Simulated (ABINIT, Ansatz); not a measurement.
# AlH3 (R-3c): one start, several treatments of the self-energy

Wanted: the gap of AlH3 (R-3c) under several approximations, with cost.

Calculated with ABINIT 10.8.3; LDA and many-body steps on it, plane waves.

This is a report of a sequence of runs, with most program output left out.

### 1. The starting structure

It takes space group R-3c (No. 167, trigonal). Conventional cell: a = 4.449 Å, b = 4.449 Å, c = 11.804 Å, α = 90.00°, β = 90.00°, γ = 120.00°. Al has 6 H at 1.72 Å nearest. Nearest to H lie 2 Al at 1.72 Å. Farther neighbours are not listed.

As a file:

```cif
data_structure
_symmetry_space_group_name_H-M 'R-3c:H'
_symmetry_Int_Tables_number 167
_cell_length_a 4.4493
_cell_length_b 4.4493
_cell_length_c 11.8037
_cell_angle_alpha 90.000
_cell_angle_beta 90.000
_cell_angle_gamma 120.000
_cell_volume 202.36
loop_
_atom_site_label
_atom_site_type_symbol
_atom_site_symmetry_multiplicity
_atom_site_Wyckoff_symbol
_atom_site_fract_x
_atom_site_fract_y
_atom_site_fract_z
_atom_site_occupancy
Al1 Al 6 b 0.00000 0.00000 0.50000 1
H1 H 18 e 0.96133 0.66667 0.41667 1
```

The cell and positions come from the Crystallography Open Database and are kept as given unless a step says otherwise.

### 2. Empty states on the mesh, 4×4×4 mesh, 167 bands

This step: ABINIT 10.8.3; DFT, LDA, plane waves, norm-conserving pseudopotentials.

The sums over transitions need many empty states on a uniform mesh; this step solves for them.

run.abi reads:

```
acell 3*1.0 Angstrom
rprim 
  2.224650000012 1.284402276382 3.934566666693
  -2.224650000012 1.284402276382 3.934566666693
  -0.000000000000 -2.568804552697 3.934566666715
ntypat 2
znucl 13 1
natom 8
typat 1 1 2 2 2 2 2 2
xred 
  0.000000000000 0.000000000000 -0.000000000000
  0.500000000000 0.500000000000 0.500000000000
  0.878000000000 0.622000000000 0.250000000000
  0.250000000000 0.878000000000 0.622000000000
  0.622000000000 0.250000000000 0.878000000000
  0.122000000000 0.378000000000 0.750000000000
  0.750000000000 0.122000000000 0.378000000000
  0.378000000000 0.750000000000 0.122000000000
pp_dirpath "pseudos"
pseudos "Al.upf, H.upf"
ecut 31
ngkpt 4 4 4
nshiftk 1
shiftk 0 0 0
kptopt 1
chksymbreak 0
irdden 1
istwfk *1
nband 167
prtvol 0
optdriver 6
gwr_task "HDIAGO"
paral_kgb 0
occopt 1
indata_prefix "in"
outdata_prefix "out"
tmpdata_prefix "tmp"
```

Command:

```
$ OMP_NUM_THREADS=1 mpirun -n 4 abinit run.abi > log
```

Wall time 3.3 min (4 MPI ranks of Intel Xeon Platinum 8259CL at 2.50GHz (Skylake/Cascade Lake), shared host); peak memory 3.3 GiB; 13 min of CPU time.

Numbers from this step:

```yaml
gap: 1.946 eV
k_of_the_valence_top: 0.25, 0.25, 0
k_of_the_conduction_bottom: 0, 0, 0
least_direct_gap: 1.995 eV
k_points_computed: 13
lowest_point_of_the_top_converged_band_above_the_valence_top: 91.4412 eV
```

On this mesh the gap is 1.946 eV.

The density comes from a self-consistent run that is not shown.

### 3. Screening, 4×4×4 mesh, 68 bands, screening to 114.3 eV

The RPA dielectric matrix is built and inverted for each q.

This step: RPA screening on LDA, plane waves, norm-conserving pseudopotentials.

run.abi: that of step 2 with these lines changed.

```diff
@@ -26,10 +26,11 @@
 chksymbreak 0
-irdden 1
 istwfk *1
-nband 167
-prtvol 0
-optdriver 6
-gwr_task "HDIAGO"
-paral_kgb 0
 occopt 1
+irdwfk 1
+optdriver 3
+nband 68
+ecuteps 4.2
+inclvkb 2
+awtr 1
+symchi 1
 indata_prefix "in"
```

Wall time 40 s (4 MPI ranks); peak memory 1.1 GiB; 2.7 min of CPU time.

Numbers from this step:

| Quantity | Value |
| --- | --- |
| ε∞ with local fields, on this mesh, along the program's q direction | 4.616 |
| the same without local fields | 5.147 |
| plasma frequency | 15.66 eV |
| plane waves in the screening matrix | 175 |

Local fields lower ε∞ by 10 %.

### 4. G0W0, Godby-Needs plasmon pole

The self-energy is evaluated for the states that the input lists, and the levels follow from it, in one-shot runs by the linearised quasiparticle equation.

This step: G0W0 on LDA, plane waves, norm-conserving pseudopotentials.

run.abi: that of step 3 with these lines changed.

```diff
@@ -29,8 +29,17 @@
 irdwfk 1
-optdriver 3
+optdriver 4
 nband 68
+gwcalctyp 0
+ecutsigx 31
+symsigma 1
+nkptgw 2
+kptgw 
+  0.2500000000 0.2500000000 0.0000000000
+  0.0000000000 0.0000000000 0.0000000000
+bdgw 
+  5 8
+  5 8
 ecuteps 4.2
-inclvkb 2
-awtr 1
-symchi 1
+irdscr 1
+ppmodel 1
 indata_prefix "in"
```

The job ended after 12 s (4 MPI ranks; peak memory 0.95 GiB).

This step gave:

- G0W0 gap on the points computed: 3.702 eV
- starting gap on the mesh: 1.946 eV
- k of the valence top: 0.25, 0.25, 0
- k of the conduction bottom: 0, 0, 0
- Z at the valence top: 0.781
- Z at the conduction bottom: 0.802
- least direct G0W0 gap on the computed points: 3.786 eV

The gap on the mesh goes from 1.95 eV to 3.70 eV, a correction of +1.76 eV.

### 5. G0W0, Engel-Farid plasmon pole

run.abi: that of step 4 with these lines changed.

```diff
@@ -43,3 +43,3 @@
 irdscr 1
-ppmodel 1
+ppmodel 4
 indata_prefix "in"
```

It took 8.3 s on 4 MPI ranks; peak memory 0.78 GiB; 32 s of CPU time.

This step gave:

* G0W0 gap on the points computed: 3.697 eV
* starting gap on the mesh: 1.946 eV
* k of the valence top: 0.25, 0.25, 0
* k of the conduction bottom: 0, 0, 0
* Z at the valence top: 0.793
* Z at the conduction bottom: 0.812
* least direct G0W0 gap on the computed points: 3.782 eV

Against G0W0 in ABINIT (4×4×4 mesh, 68 bands, screening to 114.3 eV, Godby-Needs plasmon pole), the gap moves by −0.005 eV.

### 6. G0W0, von der Linden-Horsch plasmon pole

run.abi: that of step 5 with these lines changed.

```diff
@@ -43,3 +43,3 @@
 irdscr 1
-ppmodel 4
+ppmodel 3
 indata_prefix "in"
```

Elapsed: 8.6 s, on 4 MPI ranks; peak memory 0.76 GiB; 33 s of CPU time.

This step gave:

| Item | Value |
| --- | --- |
| G0W0 gap on the points computed | 3.699 eV |
| starting gap on the mesh | 1.946 eV |
| k of the valence top | 0.25, 0.25, 0 |
| k of the conduction bottom | 0, 0, 0 |
| least direct G0W0 gap on the computed points | 3.781 eV |

Against G0W0 in ABINIT (4×4×4 mesh, 68 bands, screening to 114.3 eV, Godby-Needs plasmon pole), the gap moves by −0.003 eV.

### 7. One-shot COHSEX

This step: one-shot COHSEX on LDA, plane waves, norm-conserving pseudopotentials.

run.abi: that of step 6 with these lines changed.

```diff
@@ -31,3 +31,3 @@
 nband 68
-gwcalctyp 0
+gwcalctyp 7
 ecutsigx 31
@@ -43,3 +43,2 @@
 irdscr 1
-ppmodel 3
 indata_prefix "in"
```

The job ended after 4.4 s (4 MPI ranks; peak memory 0.69 GiB).

This step gave:

- quasiparticle gap on the points computed: 4.359 eV
- starting gap on the mesh: 1.946 eV
- k of the valence top: 0.25, 0.25, 0
- k of the conduction bottom: 0, 0, 0
- least direct quasiparticle gap on the computed points: 4.486 eV

Against G0W0 in ABINIT (4×4×4 mesh, 68 bands, screening to 114.3 eV, Godby-Needs plasmon pole), the gap moves by +0.657 eV.

### 8. One-shot Hartree-Fock

This step: one-shot Hartree-Fock on LDA, plane waves, norm-conserving pseudopotentials.

run.abi: that of step 7 with these lines changed.

```diff
@@ -30,4 +30,4 @@
 optdriver 4
-nband 68
-gwcalctyp 7
+nband 10
+gwcalctyp 5
 ecutsigx 31
@@ -41,4 +41,4 @@
   5 8
-ecuteps 4.2
-irdscr 1
+ixc_sigma 40
+fftgw 31
 indata_prefix "in"
```

The job ended after 4 s (4 MPI ranks; peak memory 0.64 GiB; 15 s of CPU time).

Numbers from this step:

```
quasiparticle gap on the points computed              : 9.331 eV
starting gap on the mesh                              : 1.946 eV
k of the valence top                                  : 0.25, 0.25, 0
k of the conduction bottom                            : 0, 0, 0
least direct quasiparticle gap on the computed points : 9.519 eV
```

Against G0W0 in ABINIT (4×4×4 mesh, 68 bands, screening to 114.3 eV, Godby-Needs plasmon pole), the gap moves by +5.629 eV.

### 9. Screening, 4×4×4 mesh, 68 bands, screening to 114.3 eV

This step: RPA screening on LDA, plane waves, norm-conserving pseudopotentials.

run.abi: that of step 8 with these lines changed.

```diff
@@ -29,16 +29,14 @@
 irdwfk 1
-optdriver 4
-nband 10
-gwcalctyp 5
-ecutsigx 31
-symsigma 1
-nkptgw 2
-kptgw 
-  0.2500000000 0.2500000000 0.0000000000
-  0.0000000000 0.0000000000 0.0000000000
-bdgw 
-  5 8
-  5 8
-ixc_sigma 40
-fftgw 31
+optdriver 3
+nband 68
+ecuteps 4.2
+inclvkb 2
+awtr 1
+symchi 1
+gwcalctyp 2
+nfreqre 16
+freqremax 40 eV
+nfreqim 8
+spmeth 1
+nomegasf 120
 indata_prefix "in"
```

It took 54 s on 4 MPI ranks; peak memory 1.2 GiB.

Numbers from this step:

* ε∞ with local fields, on this mesh, along the program's q direction: 4.625
* the same without local fields: 5.157
* plasma frequency: 15.66 eV
* plane waves in the screening matrix: 175

### 10. G0W0, contour deformation

This step: G0W0 on LDA, plane waves, norm-conserving pseudopotentials.

run.abi: that of step 9 with these lines changed.

```diff
@@ -29,14 +29,16 @@
 irdwfk 1
-optdriver 3
+optdriver 4
 nband 68
+gwcalctyp 2
+ecutsigx 31
+symsigma 1
+nkptgw 2
+kptgw 
+  0.2500000000 0.2500000000 0.0000000000
+  0.0000000000 0.0000000000 0.0000000000
+bdgw 
+  5 8
+  5 8
 ecuteps 4.2
-inclvkb 2
-awtr 1
-symchi 1
-gwcalctyp 2
-nfreqre 16
-freqremax 40 eV
-nfreqim 8
-spmeth 1
-nomegasf 120
+irdscr 1
 indata_prefix "in"
```

Elapsed: 11 s, on 4 MPI ranks; peak memory 1.1 GiB; 44 s of CPU time.

Numbers from this step:

```yaml
g0w0_gap_on_the_points_computed: 3.702 eV
starting_gap_on_the_mesh: 1.946 eV
k_of_the_valence_top: 0.25, 0.25, 0
k_of_the_conduction_bottom: 0, 0, 0
least_direct_g0w0_gap_on_the_computed_points: 3.785 eV
```

Against G0W0 in ABINIT (4×4×4 mesh, 68 bands, screening to 114.3 eV, Godby-Needs plasmon pole), the gap moves by +0.000 eV.

### 11. Side by side

Times are wall times on 4 MPI ranks of Intel Xeon Platinum 8259CL at 2.50GHz (Skylake/Cascade Lake), shared host, good to a factor of about two. A run's time includes the screening step that it read.

| run | mesh | bands | screening cutoff (eV) | DFT gap (eV) | gap on the mesh (eV) | direct (eV) | ε∞ used | time |
| --- | --- | --- | --- | --- | --- | --- | --- | --- |
| G0W0, Godby-Needs plasmon pole | 4×4×4 | 68 | 114.3 | 1.946 | 3.702 | 3.786 | 4.62 | 52 s |
| G0W0, Engel-Farid plasmon pole | 4×4×4 | 68 | 114.3 | 1.946 | 3.697 | 3.782 | 4.62 | 48 s |
| G0W0, von der Linden-Horsch plasmon pole | 4×4×4 | 68 | 114.3 | 1.946 | 3.699 | 3.781 | 4.62 | 49 s |
| one-shot COHSEX | 4×4×4 | 68 | 114.3 | 1.946 | 4.359 | 4.486 | 4.62 | 44 s |
| one-shot Hartree-Fock | 4×4×4 | - | - | 1.946 | 9.331 | 9.519 | - | 4 s |
| G0W0, contour deformation | 4×4×4 | 68 | 114.3 | 1.946 | 3.702 | 3.785 | 4.62 | 65 s |

### 12. What came out

| Property | Result |
| --- | --- |
| G0W0, Godby-Needs plasmon pole | 3.702 eV |
| G0W0, Engel-Farid plasmon pole | 3.697 eV |
| G0W0, von der Linden-Horsch plasmon pole | 3.699 eV |
| one-shot COHSEX | 4.359 eV |
| one-shot Hartree-Fock | 9.331 eV |
| G0W0, contour deformation | 3.702 eV |
| known limits | not at the basis limit |

In words: G0W0, Engel-Farid plasmon pole: −0.005 eV against G0W0, Godby-Needs plasmon pole. G0W0, von der Linden-Horsch plasmon pole: −0.003 eV against G0W0, Godby-Needs plasmon pole. One-shot COHSEX: +0.657 eV against G0W0, Godby-Needs plasmon pole. One-shot Hartree-Fock: +5.629 eV against G0W0, Godby-Needs plasmon pole. G0W0, contour deformation: no change against G0W0, Godby-Needs plasmon pole. Bare exchange alone opens the gap to 9.33 eV; against G0W0, correlation takes back 5.63 eV. Static COHSEX lies above G0W0: it lacks the factor Z and overstates the Coulomb hole of the filled states. Bands and cutoff are finite, so the gap is not at the basis limit. The miss can reach some tenths of an eV and take either sign; the mesh is an error of its own. In the G0W0 runs levels were corrected at 2 k points alone, so a gap called «on the mesh» is the least over those, and an edge elsewhere would be missed.

[Paths, hosts, dates, memory and timing lines, banners, echoed tables and standing remarks are left out of the program output.]

[Logs are printed without paths, hosts, clocks, repeated set-up lines and the standing remarks that a program may print on its own settings, such as how far it seeks lower states.]

[Runs of the session that timed out or met a known fault of the program may be left out.]

[Hosts, paths, dates, database ids (printed as entryN), source tags and the programs' standing remarks are cut or masked in the printed files.]

[G0W0 gaps are taken among the corrected bands and points alone; a level outside them can change the order at an edge.]

[Where Ansatz stands beside ABINIT at settings called matched, ABINIT's density can come from a denser mesh and the files from another edition; pairs whose starting gaps differed by over 0.03 eV were left out, so agreement reads better than it is.]
